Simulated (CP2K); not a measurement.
Two runs for the C K edge of methanol monohydrate. Run A: CP2K XAS_TDP, all-electron GAPW, PBEh(45%), aug-cc-pVDZ, TDA, no relativity. Run B differs in one setting.

First lines with a strength over 0.0015. A:

```csv
atom,energy (eV),states,"strength, one atom"
C1 (bonded to O and 3 H),284.53,1,0.0255
,285.38,1,0.0027
,285.92,1,0.0253
,285.99,1,0.0235
,286.92,1,0.0150
```

B:

```
                    atom  energy (eV)  states  strength, one atom
C1 (bonded to O and 3 H)       291.36       1              0.0249
                               292.21       1              0.0026
                               292.75       1              0.0247
                               292.82       1              0.0230
                               293.75       1              0.0146
```

Which was it: the functional, scalar relativity switched on, GW2X switched on, the basis?

GW2X switched on. GW2X shifts an atom's lines together and keeps their spacings. Against PBEh(45%) in aug-cc-pVDZ, the leading line moves by +6.83 eV, to 291.36 eV.

[Banner, clock and machine lines of the logs are left out without a mark of their own.]

[Logs are printed without paths, hosts, clocks, repeated set-up lines and the standing remarks that a program may print on its own settings, such as how far it seeks lower states.]

[Hosts, paths, dates, database ids (printed as entryN), source tags and the programs' standing remarks are cut or masked in the printed files.]
